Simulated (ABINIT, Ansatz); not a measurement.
**KSrH3 (Pm-3m): third-order response**

Wanted: vibrational spectra of KSrH3 (Pm-3m) from linear and non-linear response.

Method: DFT LDA, scalar-relativistic, plane waves, PseudoDojo norm-conserving pseudopotentials, in ABINIT 10.8.3.

The structure was built from a prototype and need not be the compound's stable phase.

**1. Starting point**

It takes space group Pm-3m (No. 221, cubic). Conventional cell: a = 4.648 Å, b = 4.648 Å, c = 4.648 Å, α = 90.00°, β = 90.00°, γ = 90.00°. Nearest to K lie 12 H at 3.29 Å. Nearest to Sr lie 6 H at 2.32 Å. Nearest to H lie 2 Sr at 2.32 Å. Farther neighbours are not listed.

Structure file:

```cif
data_structure
_symmetry_space_group_name_H-M 'P 1'
_symmetry_Int_Tables_number 1
_cell_length_a 4.6484
_cell_length_b 4.6484
_cell_length_c 4.6484
_cell_angle_alpha 90.000
_cell_angle_beta 90.000
_cell_angle_gamma 90.000
_cell_volume 100.44
loop_
_atom_site_label
_atom_site_type_symbol
_atom_site_fract_x
_atom_site_fract_y
_atom_site_fract_z
_atom_site_occupancy
K1 K 0.00000 0.00000 0.00000 1
Sr2 Sr 0.50000 0.50000 0.50000 1
H3 H 0.50000 0.50000 0.00000 1
H4 H 0.50000 0.00000 0.50000 1
H5 H 0.00000 0.50000 0.50000 1
```

**2. Relaxation**

The harmonic expansion needs vanishing forces, and a free crystal bears no stress, so cell and atoms are brought to rest. Stress is more sensitive to the basis than forces are: the last 3 Ha under the cutoff are smoothed with ecutsm, and the cutoff is raised above that of the later runs.

The starting cell comes from a relaxation made beforehand in Ansatz (LDA, PseudoDojo NC).

relax.abi reads:

```
# relaxation
ionmov 2
optcell 2
dilatmx 1.08
ntime 40
tolmxf 1.0d-05
tolvrs 1.0d-14
prtwf 0
prtden 0
chksymtnons 0

# basis, mesh and filling
ecut 40.0
ecutsm 3.0
ngkpt 4 4 4
nshiftk 1
shiftk 0.0 0.0 0.0
istwfk *1
occopt 1
nband 11
nstep 100
diemac 9.0
prtebands 0
prtgsr 0

# cell and atoms
acell 8.784145334 8.784145334 8.784145334
rprim 
    1.0 0.0 0.0
    0.0 1.0 0.0
    0.0 0.0 1.0
ntypat 3
znucl 19 38 1
natom 5
typat 1 2 3 3 3
xred 
    0.0 0.0 0.0
    0.5 0.5 0.5
    0.5 0.5 0.0
    0.5 0.0 0.5
    0.0 0.5 0.5
pp_dirpath "./pseudo"
pseudos "K.upf, Sr.upf, H.upf"
```

The run is started by

```sh
$ OMP_NUM_THREADS=1 mpirun -n 4 abinit relax.abi > relax.log
```

Numbers of over 12 decimals in the logs are rounded to 6 here.

relax.abo, the main output file:

```text
[banners, grids, parts of the stress and lines that vanish by symmetry left out]
- input  file    -> relax.abi
- output file    -> relax.abo
- root for input  files -> relaxi
[...]
Symmetries : space group Pm -3 m (#221); Bravais cP (primitive cubic)
[...]
mpw =       10395          nfft =      216000          nkpt =          10
[...]
== DATASET  1 ==================================================================
[...]
cutoff_energies: {ecut:  40.0, pawecutdg:  -1.0, }
[...]
ETOT  1  -65.889256158755    -6.589E+01 3.965E-02 6.006E+02
 ETOT  2  -65.969364939465    -8.011E-02 1.080E-05 3.898E+01
 ETOT  3  -65.970067698603    -7.028E-04 7.469E-06 7.102E+00
 ETOT  4  -65.970239236870    -1.715E-04 3.508E-06 5.323E-02
 ETOT  5  -65.970242892595    -3.656E-06 6.251E-08 1.711E-03
[...]
At SCF step   12       vres2   =  3.28E-15 < tolvrs=  1.00E-14 =>converged.
[...]
sigma(1 1)=  1.15901882E-07  sigma(3 2)=  0.00000000E+00
  sigma(2 2)=  1.15901882E-07  sigma(3 1)=  0.00000000E+00
  sigma(3 3)=  1.15901882E-07  sigma(2 1)=  0.00000000E+00
[...]
convergence: {deltae:  7.105E-13, res2:  3.284E-15, residm:  1.869E-19, diffor: null, }
etotal    :  -6.59702430E+01
[...]
ETOT  1  -65.970243018134    -6.597E+01 4.077E-13 8.123E-06
[...]
At SCF step    7       vres2   =  1.41E-15 < tolvrs=  1.00E-14 =>converged.
[...]
sigma(1 1)=  1.07452908E-07  sigma(3 2)=  0.00000000E+00
  sigma(2 2)=  1.07452908E-07  sigma(3 1)=  0.00000000E+00
  sigma(3 3)=  1.07452908E-07  sigma(2 1)=  0.00000000E+00
[...]
convergence: {deltae:  6.395E-13, res2:  1.411E-15, residm:  9.669E-20, diffor: null, }
etotal    :  -6.59702430E+01
[...]
ETOT  1  -65.970242953720    -6.597E+01 1.820E-10 1.313E-03
[...]
ETOT  8  -65.970243023326     8.384E-13 8.816E-19 1.215E-14
 ETOT  9  -65.970243023322     4.292E-12 1.056E-20 4.566E-16
 At SCF step    9       vres2   =  4.57E-16 < tolvrs=  1.00E-14 =>converged.
[...]
sigma(1 1)= -3.14601886E-11  sigma(3 2)=  0.00000000E+00
  sigma(2 2)= -3.14601891E-11  sigma(3 1)=  0.00000000E+00
  sigma(3 3)= -3.14601899E-11  sigma(2 1)=  0.00000000E+00
[...]
convergence: {deltae:  4.292E-12, res2:  4.566E-16, residm:  1.056E-20, diffor: null, }
etotal    :  -6.59702430E+01
[...]
At Broyd/MD step   3, gradients are converged :
[...]
sigma(1 1)= -3.14601886E-11  sigma(3 2)=  0.00000000E+00
  sigma(2 2)= -3.14601891E-11  sigma(3 1)=  0.00000000E+00
  sigma(3 3)= -3.14601899E-11  sigma(2 1)=  0.00000000E+00
[...]
- sigma(1 1)= -9.25590705E-07  sigma(3 2)=  0.00000000E+00
- sigma(2 2)= -9.25590718E-07  sigma(3 1)=  0.00000000E+00
- sigma(3 3)= -9.25590743E-07  sigma(2 1)=  0.00000000E+00
[...]
fcart     -0.0000000000E+00 -0.0000000000E+00 -0.0000000000E+00
           strten     -3.1460188621E-11 -3.1460189055E-11 -3.1460189922E-11
================================================================================

[key lines of the parts left out:]
pressure_GPa:   9.2559E-07
Total energy (etotal) [Ha]= -6.59702430233220E+01
```

Run time: 56 s. Hardware: 4 MPI ranks of Intel Xeon at 2.70GHz, shared host; 3.7 min of CPU time.

Little changed from the start: no atom moved by 0.005 Å and no cell edge by 0.1 %.

This step gave:

- volume per atom: 20.08 Å³
- pressure: 9.26e-7 GPa

**3. Self-consistent run for the response**

The response is built on these wavefunctions, so the potential is converged far more tightly than an energy would need. The mesh is shifted off Γ, since shifted meshes converge sums over the zone faster.

gs.abi reads:

```
# ground state
tolvrs 1.0d-16
prtden 1
prtwf 1

# basis, mesh and filling
ecut 32.0
ngkpt 4 4 4
nshiftk 1
shiftk 0.5 0.5 0.5
istwfk *1
occopt 1
nband 11
nstep 100
diemac 9.0
prtebands 0
prtgsr 0

# cell and atoms
acell 8.783726405 8.783726405 8.783726405
rprim 
    1.0 0.0 0.0
    0.0 1.0 0.0
    0.0 0.0 1.0
ntypat 3
znucl 19 38 1
natom 5
typat 1 2 3 3 3
xred 
    0.0 0.0 0.0
    0.5 0.5 0.5
    0.5 0.5 0.0
    0.5 0.0 0.5
    0.0 0.5 0.5
pp_dirpath "./pseudo"
pseudos "K.upf, Sr.upf, H.upf"
```

The run is started by

```sh
$ OMP_NUM_THREADS=1 mpirun -n 4 abinit gs.abi > gs.log
```

gs.abo, the main output file:

```text
[banners, grids, parts of the stress and lines that vanish by symmetry left out]
- input  file    -> gs.abi
- output file    -> gs.abo
- root for input  files -> gsi
[...]
Symmetries : space group Pm -3 m (#221); Bravais cP (primitive cubic)
[...]
mpw =        5874          nfft =      110592          nkpt =           4
[...]
== DATASET  1 ==================================================================
[...]
cutoff_energies: {ecut:  32.0, pawecutdg:  -1.0, }
[...]
ETOT  1  -65.910352935705    -6.591E+01 3.019E-02 3.404E+02
 ETOT  2  -65.968689920009    -5.834E-02 4.083E-06 1.914E+01
 ETOT  3  -65.969845434750    -1.156E-03 1.309E-05 4.360E+00
 ETOT  4  -65.970052241576    -2.068E-04 2.021E-06 2.009E-02
 ETOT  5  -65.970054864498    -2.623E-06 4.221E-08 7.570E-04
[...]
ETOT 12  -65.970054930988     3.723E-12 5.317E-19 4.907E-15
 ETOT 13  -65.970054930989    -7.248E-13 1.236E-20 7.587E-17
 At SCF step   13       vres2   =  7.59E-17 < tolvrs=  1.00E-16 =>converged.
[...]
sigma(1 1)=  3.45067305E-06  sigma(3 2)=  0.00000000E+00
  sigma(2 2)=  3.45067305E-06  sigma(3 1)=  0.00000000E+00
  sigma(3 3)=  3.45067305E-06  sigma(2 1)=  0.00000000E+00
[...]
convergence: {deltae: -7.248E-13, res2:  7.587E-17, residm:  1.236E-20, diffor: null, }
etotal    :  -6.59700549E+01
[...]
sigma(1 1)=  3.45067305E-06  sigma(3 2)=  0.00000000E+00
  sigma(2 2)=  3.45067305E-06  sigma(3 1)=  0.00000000E+00
  sigma(3 3)=  3.45067305E-06  sigma(2 1)=  0.00000000E+00
[...]
- sigma(1 1)=  1.01522306E-01  sigma(3 2)=  0.00000000E+00
- sigma(2 2)=  1.01522306E-01  sigma(3 1)=  0.00000000E+00
- sigma(3 3)=  1.01522306E-01  sigma(2 1)=  0.00000000E+00
[...]
fcart     -0.0000000000E+00 -0.0000000000E+00 -0.0000000000E+00
           strten      3.4506730548E-06  3.4506730548E-06  3.4506730548E-06
================================================================================

[key lines of the parts left out:]
pressure_GPa:  -1.0152E-01
```

It took 11 s on 4 MPI ranks; 41 s of CPU time.

Numbers from this step:

- pressure: -0.1015 GPa

The cell stands at -0.10 GPa: the relaxation ran with a smoothed and higher cutoff and on another k mesh.

**4. Empty bands**

Empty bands on the ground state's density check that the gap assumed so far is there in this cell.

gap.abi reads:

```
# empty bands on the ground state's density
iscf -2
getden_filepath "gso_DEN"
tolwfr 1.0d-12
nbdbuf 2
prtwf 0

# basis, mesh and filling
ecut 32.0
ngkpt 4 4 4
nshiftk 1
shiftk 0.0 0.0 0.0
istwfk *1
occopt 1
nband 15
nstep 100
diemac 9.0
prtebands 0
prtgsr 0

# cell and atoms
acell 8.783726405 8.783726405 8.783726405
rprim 
    1.0 0.0 0.0
    0.0 1.0 0.0
    0.0 0.0 1.0
ntypat 3
znucl 19 38 1
natom 5
typat 1 2 3 3 3
xred 
    0.0 0.0 0.0
    0.5 0.5 0.5
    0.5 0.5 0.0
    0.5 0.0 0.5
    0.0 0.5 0.5
pp_dirpath "./pseudo"
pseudos "K.upf, Sr.upf, H.upf"
```

The run is started by

```sh
$ OMP_NUM_THREADS=1 mpirun -n 4 abinit gap.abi > gap.log
```

gap.abo, the main output file:

```text
[banners, grids, parts of the stress and lines that vanish by symmetry left out]
- input  file    -> gap.abi
- output file    -> gap.abo
- root for input  files -> gapi
[...]
Symmetries : space group Pm -3 m (#221); Bravais cP (primitive cubic)
[...]
mpw =        5904          nfft =      110592          nkpt =          10
[...]
== DATASET  1 ==================================================================
[...]
cutoff_energies: {ecut:  32.0, pawecutdg:  -1.0, }
[...]
-outvars: echo values of variables after computation
            acell      8.7837264050E+00  8.7837264050E+00  8.7837264050E+00 Bohr
================================================================================
```

The job ended after 13 s (4 MPI ranks; 52 s of CPU time).

Read from the output:

```
gap on the k-mesh : 2.317 eV
```

In this cell the gap on the mesh is 2.3 eV, indirect (smallest direct 2.4 eV), so fixed occupations hold.

**5. Zone-centre response**

The derivative of the wavefunctions by k comes first, since the response to a field is built on it; then the field and the displacements that symmetry doesn't supply are solved at q = 0. By the 2n+1 theorem the first-order wavefunctions also give third derivatives: Raman tensors and the non-linear susceptibility.

It reads the wavefunctions written in step 3.

dfpt_gamma.abi reads:

```
ndtset 3

# common to the responses
getwfk_filepath "gso_WFK"
kptopt 2
nqpt 1
qpt 0.0 0.0 0.0
asr 0
chneut 0

# d/dk
rfelfd1 2
rfdir1 1 1 1
iscf1 -3
tolwfr1 1.0d-20

# displacements, field
rfphon2 1
rfatpol2 1 5
rfdir2 1 1 1
rfelfd2 3
getddk2 1
tolvrs2 1.0d-10
prepanl2 1
prtden2 1

# third order
optdriver3 5
getden_filepath3 "gso_DEN"
get1den3 2
get1wf3 2
getddk3 1
d3e_pert1_elfd3 1
d3e_pert1_phon3 1
d3e_pert1_atpol3 1 5
d3e_pert1_dir3 1 1 1
d3e_pert2_elfd3 1
d3e_pert2_dir3 1 1 1
d3e_pert3_elfd3 1
d3e_pert3_dir3 1 1 1
usepead3 1
tolvrs3 1.0d-10

# basis, mesh and filling
ecut 32.0
ngkpt 4 4 4
nshiftk 1
shiftk 0.5 0.5 0.5
istwfk *1
occopt 1
nband 11
nstep 100
diemac 9.0
prtebands 0
prtgsr 0

# cell and atoms
acell 8.783726405 8.783726405 8.783726405
rprim 
    1.0 0.0 0.0
    0.0 1.0 0.0
    0.0 0.0 1.0
ntypat 3
znucl 19 38 1
natom 5
typat 1 2 3 3 3
xred 
    0.0 0.0 0.0
    0.5 0.5 0.5
    0.5 0.5 0.0
    0.5 0.0 0.5
    0.0 0.5 0.5
pp_dirpath "./pseudo"
pseudos "K.upf, Sr.upf, H.upf"
```

The run is started by

```sh
$ OMP_NUM_THREADS=1 mpirun -n 4 abinit dfpt_gamma.abi > dfpt_gamma.log
```

dfpt_gamma.abo, the main output file:

```text
[banners, grids, parts of the stress and lines that vanish by symmetry left out]
- input  file    -> dfpt_gamma.abi
- output file    -> dfpt_gamma.abo
- root for input  files -> dfpt_gammai
[...]
DATASET    1 : space group Pm -3 m (#221); Bravais cP (primitive cubic)
[...]
nfft =      110592          nkpt =          32
[...]
DATASET    2 : space group Pm -3 m (#221); Bravais cP (primitive cubic)
[...]
nfft =      110592          nkpt =          32
[...]
DATASET    3 : space group Pm -3 m (#221); Bravais cP (primitive cubic)
[...]
mpw =        5874          nfft =      110592          nkpt =          32
[...]
== DATASET  1 ==================================================================
[...]
cutoff_energies: {ecut:  32.0, pawecutdg:  -1.0, }
[...]
-  1.00000   1.00000  180309                  znucl, zion, pspdat
[...]
Perturbation : derivative vs k along direction   1
[...]
-ETOT  1  -10.831370924240     -1.083E+01 2.663E-02 0.000E+00
 ETOT  2  -10.855285257162     -2.391E-02 1.993E-04 0.000E+00
 ETOT  3  -10.855500283925     -2.150E-04 6.528E-06 0.000E+00
 ETOT  4  -10.855503467113     -3.183E-06 7.703E-08 0.000E+00
 ETOT  5  -10.855503526771     -5.966E-08 3.567E-09 0.000E+00
[...]
At SCF step   12   max residual=  9.99E-21 < tolwfr=  1.00E-20 =>converged.
[...]
Perturbation : derivative vs k along direction   2
[...]
-ETOT  1  -10.831527344866     -1.083E+01 2.663E-02 0.000E+00
[...]
At SCF step   12   max residual=  9.99E-21 < tolwfr=  1.00E-20 =>converged.
[...]
Perturbation : derivative vs k along direction   3
[...]
-ETOT  1  -10.831370906775     -1.083E+01 2.663E-02 0.000E+00
[...]
At SCF step   12   max residual=  9.99E-21 < tolwfr=  1.00E-20 =>converged.
[...]
1        1       0.9217838066   -0.0000000000
     1        2       0.0000000000    0.0000000000
     1        3       0.0000000000    0.0000000000
     2        1       0.0000000000    0.0000000000
     2        2       0.9217838066   -0.0000000000
     2        3       0.0000000000    0.0000000000
     3        1       0.0000000000    0.0000000000
     3        2       0.0000000000    0.0000000000
     3        3       0.9217838066    0.0000000000
[...]
== DATASET  2 ==================================================================
[...]
cutoff_energies: {ecut:  32.0, pawecutdg:  -1.0, }
[...]
Perturbation : displacement of atom   1   along direction   1
[...]
-ETOT  1   3.572502     -2.541E+03 7.466E+00 2.338E+02
[...]
At SCF step   11       vres2   =  1.57E-11 < tolvrs=  1.00E-10 =>converged.
[...]
Perturbation : displacement of atom   2   along direction   1
[...]
-ETOT  1   6.414986     -1.942E+03 1.058E+01 3.169E+02
[...]
At SCF step   10       vres2   =  9.32E-11 < tolvrs=  1.00E-10 =>converged.
[...]
Perturbation : displacement of atom   3   along direction   1
[...]
-ETOT  1  0.568288     -7.645E+01 1.012E-01 2.757E+03
[...]
At SCF step   10       vres2   =  4.39E-11 < tolvrs=  1.00E-10 =>converged.
[...]
Perturbation : displacement of atom   3   along direction   3
[...]
-ETOT  1   4.903687     -7.723E+01 1.567E-01 2.396E+03
[...]
At SCF step   10       vres2   =  7.13E-11 < tolvrs=  1.00E-10 =>converged.
[...]
Perturbation : homogeneous electric field along direction   1
[...]
-ETOT  1  -59.918179336439     -5.992E+01 7.789E-01 1.302E+04
[...]
At SCF step   11       vres2   =  1.49E-11 < tolvrs=  1.00E-10 =>converged.
[...]
Perturbation : homogeneous electric field along direction   2
[...]
-ETOT  1  -59.912776684918     -5.991E+01 7.789E-01 1.302E+04
[...]
At SCF step   11       vres2   =  1.42E-11 < tolvrs=  1.00E-10 =>converged.
[...]
Perturbation : homogeneous electric field along direction   3
[...]
-ETOT  1  -59.918178953211     -5.992E+01 7.789E-01 1.302E+04
[...]
ETOT 10  -63.884147395700     -3.624E-12 5.234E-14 3.168E-10
 ETOT 11  -63.884147395700      5.542E-13 8.688E-16 1.491E-11
 At SCF step   11       vres2   =  1.49E-11 < tolvrs=  1.00E-10 =>converged.
[...]
Dielectric tensor, in cartesian coordinates,
[...]
1    7   1    7         3.3150716217        -0.0000000000
   1    7   2    7        -0.0000000000        -0.0000000000
   1    7   3    7        -0.0000000000        -0.0000000000
   2    7   1    7        -0.0000000000        -0.0000000000
   2    7   2    7         3.3150716217        -0.0000000000
   2    7   3    7        -0.0000000000        -0.0000000000
   3    7   1    7        -0.0000000000        -0.0000000000
   3    7   2    7        -0.0000000000        -0.0000000000
   3    7   3    7         3.3150716217        -0.0000000000
  Effective charges, in cartesian coordinates,
[...]
1    1   1    7         1.1866232562         0.0000000000
   2    1   1    7         0.0000000000         0.0000000000
   3    1   1    7         0.0000000000         0.0000000000
   1    2   1    7         1.7050108315         0.0000000000
   2    2   1    7         0.0000000000         0.0000000000
[...]
Effective charges, in cartesian coordinates,
[...]
2    7   1    5         0.0000000000         0.0000000000
   3    7   1    5         0.0000000000         0.0000000000
   1    7   2    5         0.0000000000         0.0000000000
   2    7   2    5        -0.9255760211         0.0000000000
   3    7   2    5         0.0000000000         0.0000000000
   1    7   3    5         0.0000000000         0.0000000000
   2    7   3    5         0.0000000000         0.0000000000
   3    7   3    5        -0.9255760211         0.0000000000
  Phonon wavevector (reduced coordinates) :  0.00000  0.00000  0.00000
 Phonon energies in Hartree :
[...]
Phonon frequencies in cm-1    :
- -2.378367E+02 -2.378367E+02 -2.378367E+02 -1.539585E+02 -1.539585E+02
- -1.539585E+02  4.805685E-01  4.805687E-01  4.805694E-01  1.826224E+02
-  1.826224E+02  1.826224E+02  1.218654E+03  1.218654E+03  1.218654E+03
  Phonon at Gamma, with non-analyticity in the
[...]
Phonon energies in Hartree :
[...]
Phonon frequencies in cm-1    :
- -2.378367E+02 -2.378367E+02 -2.378367E+02 -1.539585E+02 -1.539585E+02
-  4.805153E-01  4.805685E-01  4.805687E-01  9.084341E+01  1.826224E+02
-  1.826224E+02  4.970898E+02  1.218654E+03  1.218654E+03  1.288337E+03
  Phonon at Gamma, with non-analyticity in the
[...]
Phonon energies in Hartree :
[...]
Phonon frequencies in cm-1    :
- -2.378367E+02 -2.378367E+02 -2.378367E+02 -1.539585E+02 -1.539585E+02
-  4.805147E-01  4.805685E-01  4.805694E-01  9.084341E+01  1.826224E+02
-  1.826224E+02  4.970898E+02  1.218654E+03  1.218654E+03  1.288337E+03
  Phonon at Gamma, with non-analyticity in the
[...]
Phonon energies in Hartree :
[...]
Phonon frequencies in cm-1    :
- -2.378367E+02 -2.378367E+02 -2.378367E+02 -1.539585E+02 -1.539585E+02
-  4.805144E-01  4.805687E-01  4.805694E-01  9.084341E+01  1.826224E+02
-  1.826224E+02  4.970898E+02  1.218654E+03  1.218654E+03  1.288337E+03
[...]
== DATASET  3 ==================================================================
[...]
cutoff_energies: {ecut:  32.0, pawecutdg:  -1.0, }
[...]
1          1       -0.000000000       -0.000000000       -0.000000000
[...]
1          2       -0.000000000       -0.000000000       -0.000000000
[...]
1          3       -0.000000000       -0.000000000       -0.000000000
[...]
2          1       -0.000000000       -0.000000000       -0.000000000
[...]
2          2       -0.000000000       -0.000000000       -0.000000000
[...]
2          3       -0.000000000       -0.000000000       -0.000000000
[...]
3          1       -0.000000000       -0.000000000       -0.000000000
[...]
3          2       -0.000000000       -0.000000000       -0.000000000
[...]
3          3       -0.000000000       -0.000000000       -0.000000000
[...]
4          1       -0.000000000       -0.000000000       -0.000000000
[...]
4          2       -0.000000000       -0.000000000       -0.000000000
[...]
4          3       -0.000000000       -0.000000000       -0.000000000
[...]
5          1       -0.000000000       -0.000000000       -0.000000000
[...]
5          2       -0.000000000       -0.000000000       -0.000000000
[...]
5          3       -0.000000000       -0.000000000       -0.000000000
[...]
strten2     0.0000000000E+00  0.0000000000E+00  0.0000000000E+00
           strten3     0.0000000000E+00  0.0000000000E+00  0.0000000000E+00
================================================================================
```

Run time: 5.3 min. Hardware: 4 MPI ranks; 21 min of CPU time.

Numbers from this step:

* miss of the charge sum rule: 5.48e-4 e
* largest acoustic frequency at the zone centre before the sum rule: 0.48 cm⁻¹
* highest optical zone-centre mode (no LO-TO term): 1219 cm⁻¹
* lowest optical zone-centre mode: -237.8 cm⁻¹
* mean high-frequency dielectric constant: 3.315
* largest Born charge in size (third of the trace): 1.705 e

Born charge (rows field, columns displacement), before the sum rule (e), principal values of the symmetric part by kind of site:

| atom | atoms with these values | low | middle | high | mean |
| --- | --- | --- | --- | --- | --- |
| K1 | 1 | 1.19 | 1.19 | 1.19 | 1.19 |
| Sr2 | 1 | 1.71 | 1.71 | 1.71 | 1.71 |
| H3 | 3 | -1.04 | -0.93 | -0.93 | -0.96 |

In full for K1:

```
1.19 0.00 0.00
0.00 1.19 0.00
0.00 0.00 1.19
```

High-frequency dielectric tensor:

```
3.32 0.00 0.00
0.00 3.32 0.00
0.00 0.00 3.32
```

The acoustic modes at Γ come out as far as 0.5 cm⁻¹ from zero, where they should vanish, a small numerical error; the Born charges miss their sum rule by 5.5e-4 e, which is good. The lowest optical mode is imaginary, 238i cm⁻¹, an instability at this level and on this k mesh.

[end of part 1 of 2]

[Host names and launcher messages were left out of these logs when they were recorded.]

[Logs are printed without paths, hosts, clocks, repeated set-up lines and the standing remarks that a program may print on its own settings, such as how far it seeks lower states.]

[Hosts, paths, dates, database ids (printed as entryN), source tags and the programs' standing remarks are cut or masked in the printed files.]
